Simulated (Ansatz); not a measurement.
# The perfect InAs wire along [110], 6 atoms a period, H-terminated, part 2 of 2

Aim: is the InAs wire along [110], 6 atoms a period, H-terminated a metal or a semiconductor?

Ansatz 0.2.0; DFT PBE, plane waves, PAW; relaxation of a wire's period; PAW set soft_1 (the session's first sound run).

So far. Step 2 (Relaxation of atoms and period): The cell's length comes to 4.517 Å with spin left out.

### 3. The perfect wire

This step: DFT PBE, plane waves, PAW; bands of a perfect wire; PAW set soft_1 (Ansatz 0.2.0).

At the relaxed period the bands are computed along the axis; those that cross an energy going forward count the channels that a perfect wire would open there.

input.yaml reads:

```yaml
crystal:
  lattice:
    - [13.365, 0.0, 0.0]
    - [0.0, 14.084, 0.0]
    - [0.0, 0.0, 4.5165569847]
  atoms:
    - { symbol: As, position: [0.436192369, 0.662059291, 0.0] }
    - { symbol: H, position: [0.52728327, 0.727351785, 0.0] }
    - { symbol: In, position: [0.532017804, 0.5, 0.0] }
    - { symbol: H, position: [0.330404308, 0.168916, 0.5] }
    - { symbol: H, position: [0.232083771, 0.371510675, 0.5] }
    - { symbol: H, position: [0.330404308, 0.831084, 0.5] }
    - { symbol: H, position: [0.232083771, 0.628489325, 0.5] }
    - { symbol: In, position: [0.331037081, 0.291965026, 0.5] }
    - { symbol: In, position: [0.331037081, 0.708034974, 0.5] }
    - { symbol: As, position: [0.646179964, 0.5, 0.5] }
    - { symbol: H, position: [0.721461351, 0.419099463, 0.5] }
    - { symbol: H, position: [0.721461351, 0.580900537, 0.5] }
    - { symbol: As, position: [0.436192369, 0.337940709, 0.0] }
    - { symbol: H, position: [0.52728327, 0.272648215, 0.0] }
kpoints:
  mp_grid: { grid: [1, 1, 18] }
  band_path: { path: ["Γ", Z], npoints: 90 }
scf:
  occupations: { method: fermi_dirac, width: 0.05 }
hamiltonian:
  xc: pbe
  pseudopotentials: { kind: paw, azcp: { folder: soft_1 } }
output:
  dos: { e_range: [-5, 4] }
  write_potential: true
  write_density: true
  volumetric_format: npy
```

Launch:

```console
$ ansatz run input.yaml --threads 4 --pin off --max-ram 16384MiB --backend cpu --events-out ev --progress --plain --runs-dir out
```

Numbers of over 12 decimals in the logs are rounded to 6 here.

The program printed:

```text
[...]
Crystal: 14 atoms, lattice volume = 850.164 Å³
Basis set: ecut = 420 eV, 16681 PW (Γ)
Bands: 60, of which v1, the nominal top of the filled ones, is band 46 counted from 1 (45 counted from 0)
Symmetry: 4 space group operations
[...]
k-points: 10 of 18
[...]
SCF iter   1: F=—  HF=-31489.915138 eV  |F-HF|=—  |Δ(HF+E_count)|=         —  Δρ=2.96e-2  dr2=8.39e0  ethr=3.10e-3  ⟨swp⟩=7.4  Hψ=2716  notcnv=0  defer=7
[...]
SCF iter   9: F=-31487.191129 eV  HF=-31487.191128 eV  |F-HF|=4.66e-8  |Δ(HF+E_count)|=   6.49e-7  Δρ=2.87e-6  dr2=8.11e-8  ethr=1.09e-10  ⟨swp⟩=14.9  Hψ=3162  notcnv=0
SCF 1 converged in 9 iterations: F = -31487.191129 eV  dr2 = 8.11e-8
[...]
NSCF: frozen V_eff on 91 k-points
WARN: The output density's exchange-correlation potential varies sharply where the density is thin. Do not read a vacuum level from v_tot or v_xc, or from such a field of the output density. On a cell that repeats whose density bears no net charge and no dipole along the vacuum's axis use v_es (v_loc + v_h of the components); under efield.dipole_correction with no amplitude use v_es + v_field, which holds any externa [...]
SCF converged after 9 iterations
Free energy (F): -31487.191129 eV
[...]
Internal energy: -31487.191129 eV  (E = F + TS)
E sigma→0 (E₀):  -31487.191129 eV
Fermi energy:    -1.927684 eV
[...]
--- Band table (eV; the first three rows and the last of 10) ---
  k-point 0: bands = [... 42 lower, -4.1016, -3.5441, -3.0954, -3.0133, -0.8692, -0.1095, -0.0487, 1.0079, ... 10 higher]
  k-point 1: bands = [... 42 lower, -3.9860, -3.5850, -3.1392, -3.0667, -0.7651, 0.0103, 0.0637, 1.0021, ... 10 higher]
  k-point 2: bands = [... 42 lower, -3.9752, -3.7055, -3.2277, -3.1820, -0.5085, 0.3190, 0.3332, 0.9727, ... 10 higher]
  k-point 9: bands = [... 42 lower, -4.2691, -4.2091, -3.8655, -3.8163, -0.0345, 0.4706, 0.9902, 1.0952, ... 10 higher]
```

The job ended after 79 s (4 threads of Arm Neoverse V1, shared host; peak memory 2.8 GiB; 5.2 min of CPU time).

The column dr2 measures how far the density is from self-consistency, as an energy; F and HF (Harris–Foulkes) agree once it is small.

This step gave:

- band gap: 2.144 eV

The electronic bands at the labelled points (eV, zero at the Fermi level):

| point | band 43 | band 44 | band 45 | band 46 | band 47 | band 48 | band 49 | band 50 |
| --- | --- | --- | --- | --- | --- | --- | --- | --- |
| Γ | -2.17 | -1.62 | -1.17 | -1.09 | 1.06 | 1.82 | 1.88 | 2.94 |
| halfway | -2.25 | -2.10 | -1.53 | -1.52 | 1.91 | 2.64 | 2.64 | 3.16 |
| Z | -2.34 | -2.28 | -1.94 | -1.89 | 1.89 | 2.40 | 2.92 | 3.02 |

The gap is 2.14 eV, with spin left out.

The path shows a direct gap of 2.14 eV (valence top at Γ, conduction bottom at Γ).

### 4. Levels at the same atoms, cutoff 500 eV, k-mesh 1×1×14

This step: DFT r2SCAN, plane waves, PAW; bands of a perfect wire at the PBE geometry; PAW set soft_1 (Ansatz 0.2.0).

The atoms stay at the PBE geometry and the functional changes. r2SCAN also reads the kinetic-energy density; it often gives larger moments and wider gaps than PBE, at a higher cost. Against the first PBE run of this kind, the cutoff is 500 eV against 420 and the mesh along the wire has 14 points against 18.

input.yaml, as its differences from that of step 3:

```diff
@@ -21,3 +21,3 @@
 kpoints:
-  mp_grid: { grid: [1, 1, 18] }
+  mp_grid: { grid: [1, 1, 14] }
   band_path: { path: ["Γ", Z], npoints: 90 }
@@ -26,8 +26,3 @@
 hamiltonian:
-  xc: pbe
+  xc: r2scan
   pseudopotentials: { kind: paw, azcp: { folder: soft_1 } }
-output:
-  dos: { e_range: [-5, 4] }
-  write_potential: true
-  write_density: true
-  volumetric_format: npy
```

The program printed:

```text
[...]
Crystal: 14 atoms, lattice volume = 850.164 Å³
Basis set: ecut = 500 eV, 21615 PW (Γ), exchange–correlation on 400×432×144 points (64 copies of the dense FFT grid, shifted against one another)
Bands: 60, of which v1, the nominal top of the filled ones, is band 46 counted from 1 (45 counted from 0)
Symmetry: 4 space group operations
[...]
k-points: 8 of 14
[...]
--- Band table (eV; the first three rows and the last of 8) ---
  k-point 0: bands = [... 42 lower, -4.3185, -3.7796, -3.3239, -3.2460, -0.7498, 0.0555, 0.1228, 1.2116, ... 10 higher]
  k-point 1: bands = [... 42 lower, -4.2168, -3.8497, -3.3901, -3.3273, -0.5733, 0.2508, 0.3013, 1.2122, ... 10 higher]
  k-point 2: bands = [... 42 lower, -4.2644, -4.0399, -3.5063, -3.4812, -0.1838, 0.6551, 0.7047, 1.1928, ... 10 higher]
  k-point 7: bands = [... 42 lower, -4.5229, -4.5022, -4.1230, -4.0740, 0.1478, 0.6509, 1.2241, 1.2253, ... 10 higher]
[key lines of the parts left out:]
SCF converged after 9 iterations
Free energy (F): -31555.503153 eV
Fermi energy:    -1.985374 eV
```

Elapsed: 2.4 min, on 4 threads; peak memory 4.6 GiB; 9.3 min of CPU time.

Numbers from this step:

```
band gap : 2.496 eV
```

The gap is 2.50 eV, against 2.14 eV under PBE at the relaxed period.

### 5. Another level of theory, level HSE06, cutoff 420 eV

This step: DFT HSE06, plane waves, PAW; levels of a perfect wire at the PBE geometry; PAW set soft_1 (Ansatz 0.2.0).

The atoms stay at the PBE geometry and the functional changes. HSE06 mixes in a quarter of short-range exact exchange, which removes part of the self-interaction that closes gaps; it is dear, so the mesh is thinner and no path is run. Against the first PBE run of this kind, the mesh along the wire has 7 points against 18.

input.yaml, as its differences from that of step 4:

```diff
@@ -21,4 +21,3 @@
 kpoints:
-  mp_grid: { grid: [1, 1, 14] }
-  band_path: { path: ["Γ", Z], npoints: 90 }
+  mp_grid: { grid: [1, 1, 7] }
 scf:
@@ -26,3 +25,3 @@
 hamiltonian:
-  xc: r2scan
+  xc: hse06
   pseudopotentials: { kind: paw, azcp: { folder: soft_1 } }
```

The program printed:

```text
[...]
Crystal: 14 atoms, lattice volume = 850.164 Å³
Basis set: ecut = 420 eV, 16681 PW (Γ)
Bands: 60, of which v1, the nominal top of the filled ones, is band 46 counted from 1 (45 counted from 0)
Symmetry: 4 space group operations
[...]
k-points: 4 of 7
[...]
SCF iter   6: F=-31487.197771 eV  HF=-31487.197807 eV  |F-HF|=3.63e-5  |Δ(HF+E_count)|=   2.82e-4  Δρ=1.90e-4  dr2=2.14e-4  ethr=2.04e-6  ⟨swp⟩=4.0  Hψ=550  notcnv=0
[...]
E sigma→0 (E₀):  -31502.921825 eV
Fermi energy:    -2.061401 eV
[...]
--- Band table (eV) ---
  k-point 0: bands = [... 42 lower, -4.6375, -4.0786, -3.6020, -3.5106, -0.6204]
  k-point 1: bands = [... 42 lower, -4.5784, -4.3522, -3.8014, -3.7653, -0.0190]
  k-point 2: bands = [... 42 lower, -4.8294, -4.7035, -4.0898, -4.0657, 0.3861]
  k-point 3: bands = [... 42 lower, -4.8833, -4.8103, -4.4071, -4.3622, 0.3547]
  guard bands above this table: 13 of the run's 60 bands. The solve was not asked for them (output.publish_guard_bands: true or output.eigenvalues: true publishes all)
[key lines of the parts left out:]
Free energy (F): -31502.921825 eV
```

It took 2 min on 4 threads; peak memory 2.2 GiB; 7.7 min of CPU time.

Numbers from this step:

| Quantity | Value |
| --- | --- |
| band gap | 2.890 eV |

The gap is 2.89 eV, against 2.14 eV under PBE at the relaxed period.

### 6. Two-component spinors, k-mesh 1×1×12

This step: DFT PBE, plane waves, fully relativistic PAW; bands of a perfect wire with spin-orbit coupling; PAW set soft_1 (Ansatz 0.2.0).

Spin-orbit coupling mixes the spins and splits bands that cross or touch without it, so it can open or close channels. Fully relativistic datasets take the place of the scalar ones. Against the first PBE run of this kind, the mesh along the wire has 12 points against 18.

input.yaml, as its differences from that of step 5:

```diff
@@ -21,3 +21,4 @@
 kpoints:
-  mp_grid: { grid: [1, 1, 7] }
+  mp_grid: { grid: [1, 1, 12] }
+  band_path: { path: ["Γ", Z], npoints: 90 }
 scf:
@@ -25,3 +26,6 @@
 hamiltonian:
-  xc: hse06
-  pseudopotentials: { kind: paw, azcp: { folder: soft_1 } }
+  xc: pbe
+  pseudopotentials: { kind: paw_fr, azcp: { folder: soft_1 } }
+magnetization:
+  noncollinear: true
+  spin_orbit: true
```

The program printed:

```text
[...]
non-collinear run that drives no moment, with spin-orbit: no starting moment large enough to seed its density (crystal.atoms[].spin), no starting occupations that ask for one, no magnetisation constraint and no magnetic field, so the semilocal B_xc is pinned to zero
Crystal: 14 atoms, lattice volume = 850.164 Å³
Basis set: ecut = 420 eV, 16681 PW (Γ)
[...]
k-point 0: bands = [... 88 lower, -3.0892, -3.0892, -3.0029, -3.0029, -0.8699, -0.8699, -0.1115, -0.1115, ... 24 higher]
  k-point 1: bands = [... 88 lower, -3.2376, -3.1877, -3.0981, -3.0674, -0.6701, -0.6297, 0.1152, 0.1570, ... 24 higher]
  k-point 2: bands = [... 88 lower, -3.3729, -3.3719, -3.2399, -3.2351, -0.2543, -0.2136, 0.5508, 0.5944, ... 24 higher]
  k-point 6: bands = [... 88 lower, -3.8586, -3.8586, -3.8137, -3.8137, -0.0354, -0.0354, 0.4648, 0.4648, ... 24 higher]
[key lines of the parts left out:]
SCF converged after 10 iterations
Magnetization: |M| = 0.0000 μB,  M = (+0.0000, +0.0000, +0.0000) μB
Free energy (F): -31493.335654 eV
Fermi energy:    -1.924439 eV
```

The job ended after 12 min (4 threads; peak memory 10 GiB).

Numbers from this step:

```yaml
band_gap: 2.128 eV
```

The gap is 2.13 eV, against 2.14 eV under PBE at the relaxed period, with no moment.

### 7. Cost and result by level

Times are for 4 threads of Arm Neoverse V1, shared host. The series side by side:

| no. | run | band gap (eV) | time | memory (GiB) |
| --- | --- | --- | --- | --- |
| 1 | lead | 2.144 | 79 s | 2.8 |
| 2 | levels | 2.496 | 2.4 min | 4.6 |
| 3 | levels | 2.890 | 2 min | 2.2 |
| 4 | SOC | 2.128 | 12 min | 10 |

### 8. Summary of results

```
cell length, PBE              : 4.517 Å
gap, PBE                      : 2.14 eV
gap, r2SCAN                   : 2.50 eV
gap, HSE06                    : 2.89 eV
gap, with spin-orbit coupling : 2.13 eV
```

Under PBE the cell's length is 4.52 Å, and a gap of 2.14 eV makes it a semiconductor. At the relaxed period the wire is gapped under every functional, from 2.14 eV (PBE) to 2.89 eV (HSE06). Weak screening in one dimension makes quasiparticle gaps larger than the semilocal gaps, as a rule. Plain hydrogen on a compound's surface is a simple closure: it may leave surface states, and facets that end in unlike atoms put a field across the wire, both of which shrink the gap. A hybrid's gap is read on a coarse mesh, without a band path.

[Logs are printed without paths, hosts, clocks, repeated set-up lines and the standing remarks that a program may print on its own settings, such as how far it seeks lower states.]

[Hosts, paths, dates, database ids (printed as entryN), source tags and the programs' standing remarks are cut or masked in the printed files.]
